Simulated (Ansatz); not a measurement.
# How many bands does the GW gap of Ga2S3 (Cc) need?

Aim: see how the G0W0 gap of Ga2S3 (Cc) on LDA moves with empty bands and screening cutoff, and what each rung costs.

Method: G0W0 on LDA, plane waves, PAW; PAW set soft_1, in Ansatz 0.2.0.

### Step 1. The structure

Symmetry: Cc, No. 9, monoclinic system. The conventional cell has a = 11.107 Å, b = 6.395 Å, c = 7.021 Å, α = 90.00°, β = 121.17°, γ = 90.00°. Nearest to Ga lie 4 S at 2.19 to 2.33 Å. Nearest to Ga lie 4 S at 2.20 to 2.32 Å. Nearest to S lie 2 Ga at 2.19 to 2.20 Å. Nearest to S lie 3 Ga at 2.31 to 2.32 Å. Nearest to S lie 3 Ga at 2.31 to 2.33 Å. Farther neighbours and most contacts between anions are not listed.

The cell and positions come from the Crystallography Open Database and are kept as given unless a step says otherwise.

### Step 2. 176 empty bands, screening to 51 eV

G0W0 replaces the xc potential by the self-energy, built once from these orbitals. Only a window of levels is corrected, while the sums run over the empty bands that the input names. This step takes PAW set soft_1 files.

input.yaml

```yaml
crystal:
  lattice:
    - [5.5535, -3.1975, 0.0]
    - [5.5535, 3.1975, 0.0]
    - [-3.6339226554, 0.0, 6.0074160114]
  atoms:
    - { symbol: Ga, position: [0.63979, 0.44447, 0.12512] }
    - { symbol: Ga, position: [0.44447, 0.63979, 0.62512] }
    - { symbol: Ga, position: [0.2682, 0.13232, 0.11559] }
    - { symbol: Ga, position: [0.13232, 0.2682, 0.61559] }
    - { symbol: S, position: [0.9089, 0.0811, 0.9838] }
    - { symbol: S, position: [0.0811, 0.9089, 0.4838] }
    - { symbol: S, position: [0.4303, 0.2453, 0.4999] }
    - { symbol: S, position: [0.2453, 0.4303, 0.9999] }
    - { symbol: S, position: [0.5901, 0.7581, 0.0084] }
    - { symbol: S, position: [0.7581, 0.5901, 0.5084] }
kpoints:
  mp_grid: { grid: [4, 4, 2] }
hamiltonian:
  xc: lda
  pseudopotentials: { kind: paw, azcp: { folder: soft_1 }, xc_functional: pbe }
scf:
  occupations: { method: fixed }
gw:
  n_empty_bands: 176
  ecut_chi: 51
  qp_bands: [v3, c3]
  qp_kpoints: band_edges
  screening: { model: contour_deformation }
```

Command:

```console
> ansatz run input.yaml --threads 3 --pin off --max-ram 92160MiB --backend cuda --events-out ev --progress --plain --runs-dir out --devices 1 --max-vram 13GiB
```

Numbers of over 12 decimals in the logs are rounded to 6 here.

The program printed:

```text
GPUs: using 1 of 1 available (devices: 1).
Engine: ansatz 0.2.0, x86_64-unknown-linux-gnu
Pseudopotentials: kind: paw
Pseudopotential: Ga, paw, valence charge 13, recommended cutoff 420 eV (normal), soft_1/Ga.paw.azcp
Pseudopotential: S, paw, valence charge 6, recommended cutoff 420 eV (normal), soft_1/S.paw.azcp
Functional definition: SPW92
  exchange = slater_x
  correlation = pw_c
device memory: the entry about to start is reckoned to put 4.0 GiB on a device that reports 39.5 GiB free (of which the cap on the GPU budget leaves the run 13.0 GiB)
GPU FFT provider: cuFFT
GPU libraries: cuBLAS 13.8.2, cuFFT 12.4.0, cuSOLVER 12.3.4
Crystal: 10 atoms, lattice volume = 213.351 Å³
Basis set: ecut = 420 eV, 4167 PW (Γ)
Bands: 54, of which v1, the nominal top of the filled ones, is band 44 counted from 1 (43 counted from 0)
Symmetry: 2 space group operations
Space group: Cc (ITA 9), of the structure as read, at distance tolerance 6.0e-5 Å
k-points: 14 of 32 (time reversal used)
Non-local potential: Ga, projectors of the file, l = 0: 2, l = 1: 2, l = 2: 3, l = 3: 1
Non-local potential: S, projectors of the file, l = 0: 2, l = 1: 2, l = 2: 1
PAW form: soft (Blöchl's): semilocal exchange-correlation on the pseudo side does not see the compensation charge
PAW frozen core: Ga, regenerated for the run's functional, and the local potential with it (the file was generated under x = pbe(κ = 0.804, μ = 0.219515), c = pbe(β = 0.066725))
PAW frozen core: S, regenerated for the run's functional, and the local potential with it (the file was generated under x = pbe(κ = 0.804, μ = 0.219515), c = pbe(β = 0.066725))
PAW one-centre angular grid: Ga, 590 points (default); XC on 64 Gauss nodes
PAW one-centre angular grid: S, 110 points (default); XC on 64 Gauss nodes
Initial density: superposition of atomic densities (chi_scale 0.1, normalization cell, long waves kept (reshape's long-wave potential 0.05 eV rms))
Initial wavefunctions: pseudopotential atomic-orbital guess
GPU buffer pool allocated for 97200 grid points (all kernels)
GPU transforms: local potential and band sums: pruned to the plane-wave sphere, on 45×45×48
Functional: x = slater, c = lda
SCF iter   1: F=—  HF=-20053.017612 eV  |F-HF|=—  |Δ(HF+E_count)|=         —  Δρ=4.89e-2  dr2=3.51e0  ethr=3.10e-3  ⟨swp⟩=5.0  Hψ=2627  notcnv=0  defer=91
preconditioner: auto → Resta (q_TF=auto, 2.354 Å⁻¹)  ε∞=3.8  [insulator: Δε(μ)=1.988 eV  Ē_g=14.334 eV  n_scr=52 (ndim 8)  ℏωp=23.8 eV  f_vac=0.000  ε∞_Penn≈3.8]
SCF iter   2: F=—  HF=-20052.122467 eV  |F-HF|=—  |Δ(HF+E_count)|=   8.95e-1  Δρ=2.27e-2  dr2=8.30e-1  ethr=3.10e-3  ⟨swp⟩=3.4  Hψ=1539  notcnv=0  defer=105
SCF iter   3: F=—  HF=-20051.830948 eV  |F-HF|=—  |Δ(HF+E_count)|=   2.92e-1  Δρ=6.07e-3  dr2=6.41e-2  ethr=9.43e-4  ⟨swp⟩=2.9  Hψ=1320  notcnv=0  defer=111
SCF iter   4: F=—  HF=-20051.784221 eV  |F-HF|=—  |Δ(HF+E_count)|=   4.67e-2  Δρ=2.03e-3  dr2=9.30e-3  ethr=7.28e-5  ⟨swp⟩=2.9  Hψ=1345  notcnv=0  defer=112
SCF iter   5: F=—  HF=-20051.785177 eV  |F-HF|=—  |Δ(HF+E_count)|=   9.56e-4  Δρ=7.27e-4  dr2=1.37e-3  ethr=1.06e-5  ⟨swp⟩=2.0  Hψ=1323  notcnv=0  defer=112
SCF iter   6: F=—  HF=-20051.785204 eV  |F-HF|=—  |Δ(HF+E_count)|=   2.66e-5  Δρ=1.73e-4  dr2=8.93e-5  ethr=1.56e-6  ⟨swp⟩=2.0  Hψ=962  notcnv=0  defer=112
SCF iter   7: F=—  HF=-20051.785228 eV  |F-HF|=—  |Δ(HF+E_count)|=   2.49e-5  Δρ=5.92e-5  dr2=9.34e-6  ethr=1.01e-7  ⟨swp⟩=2.0  Hψ=1099  notcnv=0  defer=108
SCF iter   8: F=—  HF=-20051.785229 eV  |F-HF|=—  |Δ(HF+E_count)|=   5.76e-7  Δρ=1.86e-5  dr2=1.10e-6  ethr=1.06e-8  ⟨swp⟩=2.0  Hψ=995  notcnv=0  defer=107
SCF iter   9: F=-20051.785229 eV  HF=-20051.785229 eV  |F-HF|=7.13e-8  |Δ(HF+E_count)|=   2.12e-7  Δρ=5.75e-6  dr2=8.24e-8  ethr=1.14e-10  ⟨swp⟩=12.0  Hψ=4397  notcnv=0
SCF 1 converged in 9 iterations: F = -20051.785229 eV  dr2 = 8.24e-8
  greatest PAW one-centre occupation: 0.995 electrons in one spin orbital (limit 2), on the Ga atom at site 1 (counted from 0), in its partial waves of l = 2
device memory: the entry about to start is reckoned to put 5.0 GiB (of the 5.1 GiB reckoned in all, the device holds 0.1 GiB already) on a device that reports 38.8 GiB free (of which the cap on the GPU budget leaves the run 12.9 GiB)
NSCF: frozen V_eff on 14 k-points
the band table was solved once the SCF had ended and its energy, with any forces and stress, was formed, with the checks that follow a solve (3384 applications of the Hamiltonian). They found nothing against the state; the energy, forces and stress were not computed again (output.eigenvalues in the input reference)
device memory: the entry about to start is reckoned to put 4.9 GiB on a device that reports 38.6 GiB free (of which the cap on the GPU budget leaves the run 13.0 GiB)
NSCF: frozen V_eff on 14 k-points
G₀W₀ screening: q 1/14
[... further progress lines ...]
device memory: the entry about to start is reckoned to put 1.1 GiB on a device that reports 34.5 GiB free (of which the cap on the GPU budget leaves the run 13.0 GiB)
NSCF: frozen V_eff on 1 k-points
device memory: the entry about to start is reckoned to put 1.2 GiB on a device that reports 34.5 GiB free (of which the cap on the GPU budget leaves the run 13.0 GiB)
NSCF: frozen V_eff on 1 k-points
device memory: the entry about to start is reckoned to put 1.1 GiB on a device that reports 34.5 GiB free (of which the cap on the GPU budget leaves the run 13.0 GiB)
NSCF: frozen V_eff on 1 k-points
SCF converged after 9 iterations
Free energy (F): -20051.785229 eV
Harris-Foulkes:  -20051.785229 eV  (|F-HF|=7.13e-8)
Internal energy: -20051.785229 eV  (E = F + TS)
E sigma→0 (E₀):  -20051.785229 eV
Fermi energy:    5.509725 eV
--- Per-component energies (eV) ---
  E_band       = -377.863318
  E_kinetic    = 1082.736644
  E_local      = -8025.806631  (includes V_loc(G=0)·N_el)
  E_nonlocal   = -145.709809
  E_hartree    = 4573.870589
  E_xc         = -778.702175
  E_vxc        = -720.033811  (∫ρ·V_xc dr)
  E_paw        = -11132.114413  (= ΣΔE_a)
  E_vpaw       = -1716.786911  (= ΣTr[D̂ρ^β])
  E_aug_tail   = -0.000850  (compensation charges beyond the density's cutoff)
  E_ewald      = -5633.891695
  E_core_change = 7.833111  (= ΣΔE_core)
  E_smearing   = -0.000000  (= −TS)
  E_closure    = -0.000000  (closes the sum)
  Σ components = -20051.785229   (vs F -20051.785229, Δ=0.00e0)
--- Band table (eV; the first three rows and the last of 14) ---
  k-point 0: bands = [... 40 lower, 4.4627, 4.8452, 4.9859, 5.5097, 7.1744, 7.7073, 8.5103, 8.7701, ... 6 higher]
  k-point 1: bands = [... 40 lower, 4.3862, 4.3862, 4.9011, 4.9011, 8.2995, 8.2995, 9.0366, 9.0366, ... 6 higher]
  k-point 2: bands = [... 40 lower, 3.9782, 4.3953, 4.7090, 5.4532, 7.8832, 8.0863, 8.4036, 8.8300, ... 6 higher]
  k-point 13: bands = [... 40 lower, 4.0099, 4.0099, 4.9177, 4.9177, 7.8989, 7.8989, 8.7146, 8.7146, ... 6 higher]
--- G₀W₀: contour deformation, 6 samples at zero and on the imaginary axis and 1 off it, 32 q-points, 176 empty bands' worth ---
  eigenvalues of the whole cell's RPA ε∞ on this k-mesh (on a slab, of 1 + 4πα/V) = 6.0770, 6.2231, 6.7964; static W/v taken at q = 0 is 0.154442
  gw.qp_kpoints: band_edges: 12 of 14 stored k-points solved, in 1 pass; an edge of the gap read off the rows below is read off those points alone
    valence top: of the k-points left out ik 3 came nearest to being solved in a further pass, in band 44 (counted from 1, as in the quasiparticle table): it holds the edge there only if its correction is more favourable than any solved in that band by at least 0.634 eV; those differ by 0.068 eV
    conduction bottom: of the k-points left out ik 7 came nearest to being solved in a further pass, in band 47 (counted from 1, as in the quasiparticle table): it holds the edge there only if its correction is more favourable than any solved in that band by at least 1.240 eV; those differ by 0.474 eV
    ik  band        ε_KS         Σx   Σc(E_QP)       V_xc       Z   E_QP_lin       E_QP  E_QP is
     0    42      4.8452   -19.0765     2.3548   -16.5580  0.7618     4.6811     4.6815  root
     0    43      4.9859   -18.8916     2.4734   -16.2216  0.7577     4.7887     4.7893  root
     0    44      5.5097   -18.6191     2.6033   -15.7952  0.7526     5.2883     5.2891  root
     0    45      7.1744   -10.4120    -3.4981   -15.0563  0.7902     8.3410     8.3206  root
     0    46      7.7073    -9.7343    -3.5377   -14.4338  0.7886     8.8912     8.8691  root
     0    47      8.5103    -9.5514    -3.8310   -14.5510  0.7819     9.7057     9.6789  root
     1    42      4.3862   -18.9369     2.5503   -16.1834  0.7590     4.1823     4.1830  root
     1    43      4.9011   -18.4663     2.6518   -15.5593  0.7505     4.6448     4.6460  root
     1    44      4.9011   -18.4663     2.6518   -15.5593  0.7505     4.6448     4.6460  root
     1    45      8.2995    -9.9708    -3.7407   -14.9408  0.7833     9.5572     9.5288  root
     1    46      8.2995    -9.9708    -3.7407   -14.9408  0.7833     9.5572     9.5288  root
     1    47      9.0366    -6.4963    -3.8342   -11.1337  0.7943     9.8506     9.8398  root
     2    42      4.3953   -18.3230     2.6768   -15.3874  0.7493     4.1351     4.1364  root
     2    43      4.7090   -18.7445     2.4986   -16.0407  0.7569     4.5032     4.5039  root
     2    44      5.4532   -18.5067     2.6614   -15.6092  0.7510     5.2161     5.2171  root
     2    45      7.8832   -10.8275    -3.5686   -15.5868  0.7820     9.0988     9.0738  root
     2    46      8.0863    -9.4647    -3.7003   -14.3043  0.7861     9.2487     9.2256  root
     2    47      8.4036    -9.8971    -3.7677   -14.8648  0.7813     9.6316     9.6036  root
     4    42      4.1382   -18.3077     2.6435   -15.4211  0.7522     3.8940     3.8951  root
     4    43      4.3041   -18.0328     2.8050   -14.9254  0.7427     3.9996     4.0017  root
     4    44      5.3739   -18.3514     2.7130   -15.3850  0.7491     5.1195     5.1207  root
     4    45      7.8469    -9.2536    -3.6083   -13.9567  0.7888     8.9618     8.9418  root
     4    46      7.9535    -9.3067    -3.6482   -14.0584  0.7880     9.0776     9.0570  root
     4    47      8.5096   -10.2862    -3.8347   -15.3701  0.7776     9.7910     9.7586  root
[...]
12    46      8.3094    -9.8388    -3.8300   -14.8713  0.7814     9.5407     9.5120  root
    12    47      8.5314    -9.8783    -3.9089   -15.0319  0.7788     9.8084     9.7760  root
    13    42      4.0099   -18.3056     2.6372   -15.4349  0.7499     3.7754     3.7764  root
    13    43      4.9177   -18.2554     2.7167   -15.2698  0.7483     4.6474     4.6488  root
    13    44      4.9177   -18.2554     2.7167   -15.2698  0.7483     4.6474     4.6488  root
    13    45      7.8989    -9.4072    -3.6123   -14.1254  0.7885     9.0253     9.0048  root
    13    46      7.8989    -9.4072    -3.6123   -14.1254  0.7885     9.0253     9.0048  root
    13    47      8.7146    -9.7249    -3.8657   -14.8036  0.7790     9.9579     9.9276  root
```

Wall time 24 s (1 × NVIDIA H100 80GB HBM3 (shared by 6 runs) with 3 threads of AMD EPYC 7R13 (Zen 3), shared host); peak memory 1.4 GiB; 32 s of CPU time.

Numbers from this step:

```yaml
bands_summed: 220
rpa_eps_infinity_on_this_mesh_eigenvalues: 6.077, 6.223, 6.796
plane_waves_in_the_screening_matrix: 175
q_points_in_the_mesh: 32
g0w0_gap_on_the_mesh: 3.032 eV
k_of_the_valence_top: 0, 0, 0
k_of_the_conduction_bottom: 0, 0, 0
starting_gap_on_the_mesh: 1.665 eV
z_at_the_valence_top: 0.7526
z_at_the_conduction_bottom: 0.7902
least_direct_g0w0_gap_on_the_computed_points: 3.032 eV
```

The gap on the mesh goes from 1.66 eV to 3.03 eV, a correction of +1.37 eV. Between the two edge states, bare exchange in place of the xc potential would open the gap by 7.47 eV, and correlation takes back 6.10 eV.

### Step 3. 499 empty bands, screening to 102 eV

Another rung: the empty bands reach about as high as the screening cutoff, so the two stay in balance.

input.yaml: that of step 2 with these lines changed.

```diff
@@ -24,4 +24,4 @@
 gw:
-  n_empty_bands: 176
-  ecut_chi: 51
+  n_empty_bands: 499
+  ecut_chi: 102
   qp_bands: [v3, c3]
```

The program printed:

```text
GPUs: using 1 of 1 available (devices: 1).
[...]
GPU FFT provider: cuFFT
GPU libraries: cuBLAS 13.8.2, cuFFT 12.4.0, cuSOLVER 12.3.4
Crystal: 10 atoms, lattice volume = 213.351 Å³
Basis set: ecut = 420 eV, 4167 PW (Γ)
Bands: 54, of which v1, the nominal top of the filled ones, is band 44 counted from 1 (43 counted from 0)
Symmetry: 2 space group operations
[...]
k-points: 14 of 32 (time reversal used)
[...]
GPU buffer pool allocated for 97200 grid points (all kernels)
[...]
SCF iter   1: F=—  HF=-20053.017612 eV  |F-HF|=—  |Δ(HF+E_count)|=         —  Δρ=4.89e-2  dr2=3.51e0  ethr=3.10e-3  ⟨swp⟩=5.0  Hψ=2627  notcnv=0  defer=91
[...]
SCF iter   9: F=-20051.785229 eV  HF=-20051.785229 eV  |F-HF|=7.13e-8  |Δ(HF+E_count)|=   2.12e-7  Δρ=5.75e-6  dr2=8.24e-8  ethr=1.14e-10  ⟨swp⟩=12.0  Hψ=4397  notcnv=0
SCF 1 converged in 9 iterations: F = -20051.785229 eV  dr2 = 8.24e-8
[...]
NSCF: frozen V_eff on 14 k-points
[...]
G₀W₀ screening: q 1/14
[... further progress lines ...]
[...]
SCF converged after 9 iterations
Free energy (F): -20051.785229 eV
[...]
Internal energy: -20051.785229 eV  (E = F + TS)
E sigma→0 (E₀):  -20051.785229 eV
Fermi energy:    5.509725 eV
[...]
--- Band table (eV; the first three rows and the last of 14) ---
  k-point 0: bands = [... 40 lower, 4.4627, 4.8452, 4.9859, 5.5097, 7.1744, 7.7073, 8.5103, 8.7701, ... 6 higher]
  k-point 1: bands = [... 40 lower, 4.3862, 4.3862, 4.9011, 4.9011, 8.2995, 8.2995, 9.0366, 9.0366, ... 6 higher]
  k-point 2: bands = [... 40 lower, 3.9782, 4.3953, 4.7090, 5.4532, 7.8832, 8.0863, 8.4036, 8.8300, ... 6 higher]
  k-point 13: bands = [... 40 lower, 4.0099, 4.0099, 4.9177, 4.9177, 7.8989, 7.8989, 8.7146, 8.7146, ... 6 higher]
[...]
bands read: the sum over 543 bands ends inside a degenerate multiplet in 3 slots, whose members it reads at an even weight; the widest, k=1: bands 543 to 544 (counted from 1) at 1/2 each
[...]
0    42      4.8452   -19.0765     1.9970   -16.5580  0.7551     4.3195     4.3237  root
     0    43      4.9859   -18.8916     2.1252   -16.2216  0.7512     4.4360     4.4411  root
     0    44      5.5097   -18.6191     2.2543   -15.7952  0.7462     4.9341     4.9401  root
     0    45      7.1744   -10.4120    -3.8382   -15.0563  0.7853     7.9890     7.9805  root
     0    46      7.7073    -9.7343    -3.8782   -14.4338  0.7845     8.5379     8.5285  root
     0    47      8.5103    -9.5514    -4.1743   -14.5510  0.7783     9.3470     9.3355  root
     1    42      4.3862   -18.9369     2.2008   -16.1834  0.7529     3.8284     3.8335  root
     1    43      4.9011   -18.4663     2.3211   -15.5593  0.7444     4.3084     4.3152  root
[...]
13    44      4.9177   -18.2554     2.3866   -15.2698  0.7423     4.3113     4.3187  root
    13    45      7.8989    -9.4072    -3.9401   -14.1254  0.7850     8.6858     8.6770  root
    13    46      7.8989    -9.4072    -3.9401   -14.1254  0.7850     8.6858     8.6770  root
    13    47      8.7146    -9.7249    -4.2218   -14.8036  0.7748     9.5844     9.5714  root
```

Elapsed: 43 s, on 1 × NVIDIA H100 80GB HBM3 (shared by 6 runs) with 3 threads; peak memory 2.2 GiB; 68 s of CPU time.

Numbers from this step:

* bands summed: 543
* RPA ε∞ on this mesh (eigenvalues): 6.012, 6.156, 6.670
* plane waves in the screening matrix: 495
* q-points in the mesh: 32
* G0W0 gap on the mesh: 3.040 eV
* k of the valence top: 0, 0, 0
* k of the conduction bottom: 0, 0, 0
* starting gap on the mesh: 1.665 eV
* Z at the valence top: 0.7462
* Z at the conduction bottom: 0.7853
* least direct G0W0 gap on the computed points: 3.040 eV

Against the run with 4×4×2 mesh, 176 empty bands, screening to 51 eV, PAW set soft_1 files, the gap moves by +0.009 eV.

### Step 4. 1073 empty bands, screening to 170 eV

input.yaml: that of step 3 with these lines changed.

```diff
@@ -24,4 +24,4 @@
 gw:
-  n_empty_bands: 499
-  ecut_chi: 102
+  n_empty_bands: 1073
+  ecut_chi: 170.0
   qp_bands: [v3, c3]
```

The program printed:

```text
GPUs: using 1 of 1 available (devices: 1).
[...]
GPU FFT provider: cuFFT
GPU libraries: cuBLAS 13.8.2, cuFFT 12.4.0, cuSOLVER 12.3.4
Crystal: 10 atoms, lattice volume = 213.351 Å³
Basis set: ecut = 420 eV, 4167 PW (Γ)
Bands: 54, of which v1, the nominal top of the filled ones, is band 44 counted from 1 (43 counted from 0)
Symmetry: 2 space group operations
[...]
k-points: 14 of 32 (time reversal used)
[...]
1    43      4.9011   -18.4663     2.1317   -15.5593  0.7428     4.1133     4.1259  root
[...]
13    44      4.9177   -18.2554     2.1989   -15.2698  0.7407     4.1176     4.1310  root
    13    45      7.8989    -9.4072    -4.1065   -14.1254  0.7841     8.5158     8.5106  root
    13    46      7.8989    -9.4072    -4.1065   -14.1254  0.7841     8.5158     8.5106  root
    13    47      8.7146    -9.7249    -4.4044   -14.8036  0.7738     9.3964     9.3889  root
[key lines of the parts left out:]
SCF converged after 9 iterations
Free energy (F): -20051.785229 eV
Fermi energy:    5.509725 eV
```

The job ended after 3.3 min (1 × NVIDIA H100 80GB HBM3 (shared by 6 runs) with 3 threads; peak memory 4.7 GiB).

Numbers from this step:

* bands summed: 1117
* RPA ε∞ on this mesh (eigenvalues): 6.004, 6.148, 6.659
* plane waves in the screening matrix: 1083
* G0W0 gap on the mesh: 3.041 eV
* k of the valence top: 0, 0, 0
* k of the conduction bottom: 0, 0, 0
* starting gap on the mesh: 1.665 eV
* least direct G0W0 gap on the computed points: 3.041 eV

Against the run with 4×4×2 mesh, 499 empty bands, screening to 102 eV, PAW set soft_1 files, the gap moves by +0.0003 eV.

(Continued in part 2 of 2.)

[Paths, hosts, dates, memory and timing lines, banners, echoed tables and standing remarks are left out of the program output.]

[Logs are printed without paths, hosts, clocks, repeated set-up lines and the standing remarks that a program may print on its own settings, such as how far it seeks lower states.]

[Runs of the session that timed out or met a known fault of the program may be left out.]

[Cells called generated may have been cut or substituted from an entry of the Crystallography Open Database or the Materials Project.]

[Hosts, paths, dates, database ids (printed as entryN), source tags and the programs' standing remarks are cut or masked in the printed files.]
